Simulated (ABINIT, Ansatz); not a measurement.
## SrSi3 (Fm-3m): zone-centre phonons

Wanted: the vibrations of SrSi3 (Fm-3m) at Γ, by two programs.

Calculated with ABINIT 10.8.3; DFT LDA, scalar-relativistic, plane waves, PseudoDojo norm-conserving pseudopotentials.

The structure was built from a prototype and need not be the compound's stable phase.

### Step 1. The starting structure

It takes space group Fm-3m (No. 225, cubic). The conventional cell has a = 6.792 Å, b = 6.792 Å, c = 6.792 Å, α = 90.00°, β = 90.00°, γ = 90.00°. Sr has 14 Si at 2.94 to 3.40 Å nearest. Nearest to Si lie 8 Si at 2.94 Å and 6 Sr at 3.40 Å. Nearest to Si lie 4 Sr at 2.94 Å and 4 Si at 2.94 Å. Farther neighbours are not listed.

### Step 2. Relaxing the cell and atoms

The harmonic expansion needs vanishing forces, and a free crystal bears no stress, so cell and atoms are brought to rest. Stress is more sensitive to the basis than forces are: the last 3 Ha under the cutoff are smoothed with ecutsm, and the cutoff is raised above that of the later runs.

The starting cell comes from a relaxation made beforehand in Ansatz (LDA, PseudoDojo NC).

The input, relax.abi:

```
# relaxation
ionmov 2
optcell 2
dilatmx 1.08
ntime 40
tolmxf 1.0d-05
tolvrs 1.0d-14
prtwf 0
prtden 0
chksymtnons 0

# basis, mesh and filling
ecut 35.0
ecutsm 3.0
ngkpt 8 8 8
nshiftk 1
shiftk 0.0 0.0 0.0
istwfk *1
occopt 3
tsmear 0.01
nband 18
nstep 100
diemac 1000000.0
prtebands 0
prtgsr 0
useylm 1

# cell and atoms
acell 3*1.0 Angstrom
rprim 
    -3.396156583 0.0 3.396156583
    0.0 3.396156583 3.396156583
    -3.396156583 3.396156583 0.0
ntypat 2
znucl 38 14
natom 4
typat 1 2 2 2
xred 
    0.0 0.0 0.0
    0.5 0.5 0.5
    0.75 0.75 0.75
    0.25 0.25 0.25
pp_dirpath "./pseudo"
pseudos "Sr.upf, Si.upf"
```

Launch:

```sh
$ OMP_NUM_THREADS=1 mpirun -n 4 abinit relax.abi > relax.log
```

Numbers of over 12 decimals in the logs are rounded to 6 here.

relax.abo, the main output file:

```text
[banners, grids, parts of the stress and lines that vanish by symmetry left out]
- input  file    -> relax.abi
- output file    -> relax.abo
- root for input  files -> relaxi
[...]
Symmetries : space group Fm -3 m (#225); Bravais cF (face-center cubic)
[...]
mpw =        6620          nfft =      157464          nkpt =          29
[...]
== DATASET  1 ==================================================================
[...]
cutoff_energies: {ecut:  35.0, pawecutdg:  -1.0, }
[...]
ETOT  1  -46.997565595120    -4.700E+01 3.722E-02 3.296E+01
 ETOT  2  -47.016612481677    -1.905E-02 1.277E-02 3.254E+00
 ETOT  3  -47.016893640391    -2.812E-04 2.531E-03 6.446E-02
 ETOT  4  -47.016898617711    -4.977E-06 1.114E-03 1.928E-03
 ETOT  5  -47.016898734028    -1.163E-07 1.308E-03 2.509E-05
[...]
At SCF step   10       vres2   =  1.24E-16 < tolvrs=  1.00E-14 =>converged.
[...]
sigma(1 1)= -2.27588588E-05  sigma(3 2)=  0.00000000E+00
  sigma(2 2)= -2.27588588E-05  sigma(3 1)=  0.00000000E+00
  sigma(3 3)= -2.27588588E-05  sigma(2 1)=  0.00000000E+00
[...]
convergence: {deltae: -7.766E-12, res2:  1.244E-16, residm:  4.022E-04, diffor: null, }
etotal    :  -4.70168987E+01
[...]
ETOT  1  -47.016899614542    -4.702E+01 2.836E-04 3.646E-01
[...]
At SCF step    9       vres2   =  8.12E-16 < tolvrs=  1.00E-14 =>converged.
[...]
sigma(1 1)= -1.87538992E-05  sigma(3 2)=  0.00000000E+00
  sigma(2 2)= -1.87538992E-05  sigma(3 1)=  0.00000000E+00
  sigma(3 3)= -1.87538992E-05  sigma(2 1)=  0.00000000E+00
[...]
convergence: {deltae: -4.619E-13, res2:  8.117E-16, residm:  1.497E-05, diffor: null, }
etotal    :  -4.70169212E+01
[...]
ETOT  1  -47.016491826091    -4.702E+01 4.010E-05 8.099E+00
[...]
At SCF step   10       vres2   =  6.32E-17 < tolvrs=  1.00E-14 =>converged.
[...]
sigma(1 1)= -2.34103682E-07  sigma(3 2)=  0.00000000E+00
  sigma(2 2)= -2.34103682E-07  sigma(3 1)=  0.00000000E+00
  sigma(3 3)= -2.34103682E-07  sigma(2 1)=  0.00000000E+00
[...]
convergence: {deltae: -9.308E-13, res2:  6.321E-17, residm:  3.140E-06, diffor: null, }
etotal    :  -4.70169698E+01
[...]
ETOT  1  -47.016969720324    -4.702E+01 2.285E-06 1.325E-03
[...]
ETOT  7  -47.016969799246    -4.661E-12 8.137E-07 2.913E-14
 ETOT  8  -47.016969799244     1.634E-12 1.722E-06 4.097E-16
 At SCF step    8       vres2   =  4.10E-16 < tolvrs=  1.00E-14 =>converged.
[...]
sigma(1 1)= -2.47903256E-09  sigma(3 2)=  0.00000000E+00
  sigma(2 2)= -2.47903256E-09  sigma(3 1)=  0.00000000E+00
  sigma(3 3)= -2.47903256E-09  sigma(2 1)=  0.00000000E+00
[...]
convergence: {deltae:  1.634E-12, res2:  4.097E-16, residm:  1.722E-06, diffor: null, }
etotal    :  -4.70169698E+01
[...]
At Broyd/MD step   4, gradients are converged :
[...]
sigma(1 1)= -2.47903256E-09  sigma(3 2)=  0.00000000E+00
  sigma(2 2)= -2.47903256E-09  sigma(3 1)=  0.00000000E+00
  sigma(3 3)= -2.47903256E-09  sigma(2 1)=  0.00000000E+00
[...]
- sigma(1 1)= -7.29356560E-05  sigma(3 2)=  0.00000000E+00
- sigma(2 2)= -7.29356560E-05  sigma(3 1)=  0.00000000E+00
- sigma(3 3)= -7.29356560E-05  sigma(2 1)=  0.00000000E+00
[...]
fcart     -0.0000000000E+00 -0.0000000000E+00 -0.0000000000E+00
           strten     -2.4790325591E-09 -2.4790325595E-09 -2.4790325604E-09
================================================================================

[key lines of the parts left out:]
pressure_GPa:   7.2936E-05
Total energy (etotal) [Ha]= -4.70169697992439E+01
```

Wall time 2.5 min (4 MPI ranks of Arm Neoverse V1, shared host).

Step by step:

```tsv
step	energy less that of the first step (eV)	largest force (eV/Å)	volume (Å³)
1	0.0000	0.0000	78.34
2	-0.0006	0.0000	78.50
3	-0.0019	0.0000	79.27
4	-0.0019	0.0000	79.28
```

```tsv
conventional cell, symmetrised	before	after	change
a (Å)	6.792	6.819	+0.4 %
b (Å)	6.792	6.819	+0.4 %
c (Å)	6.792	6.819	+0.4 %
volume (Å³/atom)	19.59	19.82	+1.2 %
```

The relaxed structure:

```xyz
4
Lattice="-3.4096 0.0000 3.4096 0.0000 3.4096 3.4096 -3.4096 3.4096 0.0000" Properties=species:S:1:pos:R:3 pbc="T T T"
Sr    0.0000    0.0000    0.0000
Si   -3.4096    3.4096    3.4096
Si   -5.1144    5.1144    5.1144
Si   -1.7048    1.7048    1.7048
```

Numbers from this step:

```
volume per atom   : 19.82 Å³
pressure          : 7.29e-5 GPa
gap on the k-mesh : 0 eV
```

The volume changes by +1.2 % from the cell with which this run began.

### Step 3. Self-consistent run for the response

First-order wavefunctions inherit every error of the ground state, hence the very tight tolvrs. Occupations are smeared.

The input, gs.abi:

```
# ground state
tolvrs 1.0d-16
prtden 1
prtwf 1

# basis, mesh and filling
ecut 28.0
ngkpt 8 8 8
nshiftk 1
shiftk 0.0 0.0 0.0
istwfk *1
occopt 3
tsmear 0.01
nband 18
nstep 100
diemac 1000000.0
prtebands 0
prtgsr 0
useylm 1

# cell and atoms
acell 3*1.0 Angstrom
rprim 
    -3.409601375 0.0 3.409601375
    0.0 3.409601375 3.409601375
    -3.409601375 3.409601375 0.0
ntypat 2
znucl 38 14
natom 4
typat 1 2 2 2
xred 
    0.0 0.0 0.0
    0.5 0.5 0.5
    0.75 0.75 0.75
    0.25 0.25 0.25
pp_dirpath "./pseudo"
pseudos "Sr.upf, Si.upf"
```

Launch:

```sh
$ OMP_NUM_THREADS=1 mpirun -n 4 abinit gs.abi > gs.log
```

gs.abo, the main output file:

```text
[banners, grids, parts of the stress and lines that vanish by symmetry left out]
- input  file    -> gs.abi
- output file    -> gs.abo
- root for input  files -> gsi
[...]
Symmetries : space group Fm -3 m (#225); Bravais cF (face-center cubic)
[...]
mpw =        3828          nfft =       91125          nkpt =          29
[...]
== DATASET  1 ==================================================================
[...]
cutoff_energies: {ecut:  28.0, pawecutdg:  -1.0, }
[...]
ETOT  1  -46.998568905702    -4.700E+01 4.252E-02 1.961E+01
 ETOT  2  -47.016284082975    -1.772E-02 5.156E-03 2.096E+00
 ETOT  3  -47.016599804702    -3.157E-04 1.797E-03 3.321E-02
 ETOT  4  -47.016604275557    -4.471E-06 1.220E-03 7.959E-04
 ETOT  5  -47.016604358034    -8.248E-08 8.236E-04 1.121E-05
[...]
ETOT  9  -47.016604359146    -5.500E-12 3.544E-04 1.001E-13
 ETOT 10  -47.016604359146    -6.182E-13 2.354E-04 4.828E-17
 At SCF step   10       vres2   =  4.83E-17 < tolvrs=  1.00E-16 =>converged.
[...]
sigma(1 1)=  7.12582859E-06  sigma(3 2)=  0.00000000E+00
  sigma(2 2)=  7.12582859E-06  sigma(3 1)=  0.00000000E+00
  sigma(3 3)=  7.12582859E-06  sigma(2 1)=  0.00000000E+00
[...]
convergence: {deltae: -6.182E-13, res2:  4.828E-17, residm:  2.354E-04, diffor: null, }
etotal    :  -4.70166044E+01
[...]
sigma(1 1)=  7.12582859E-06  sigma(3 2)=  0.00000000E+00
  sigma(2 2)=  7.12582859E-06  sigma(3 1)=  0.00000000E+00
  sigma(3 3)=  7.12582859E-06  sigma(2 1)=  0.00000000E+00
[...]
- sigma(1 1)=  2.09649115E-01  sigma(3 2)=  0.00000000E+00
- sigma(2 2)=  2.09649115E-01  sigma(3 1)=  0.00000000E+00
- sigma(3 3)=  2.09649115E-01  sigma(2 1)=  0.00000000E+00
[...]
fcart     -0.0000000000E+00 -0.0000000000E+00 -0.0000000000E+00
           strten      7.1258285930E-06  7.1258285930E-06  7.1258285930E-06
================================================================================

[key lines of the parts left out:]
pressure_GPa:  -2.0965E-01
```

Wall time 26 s (4 MPI ranks); 1.7 min of CPU time.

This step gave:

| Property | Result |
| --- | --- |
| pressure | -0.2096 GPa |

The cell stands at -0.21 GPa: the relaxation ran with a smoothed and higher cutoff, and the difference is a stress of the finite basis.

[end of part 1 of 3]

[Host names and launcher messages were left out of these logs when they were recorded.]

[Logs are printed without paths, hosts, clocks, repeated set-up lines and the standing remarks that a program may print on its own settings, such as how far it seeks lower states.]

[Hosts, paths, dates, database ids (printed as entryN), source tags and the programs' standing remarks are cut or masked in the printed files.]
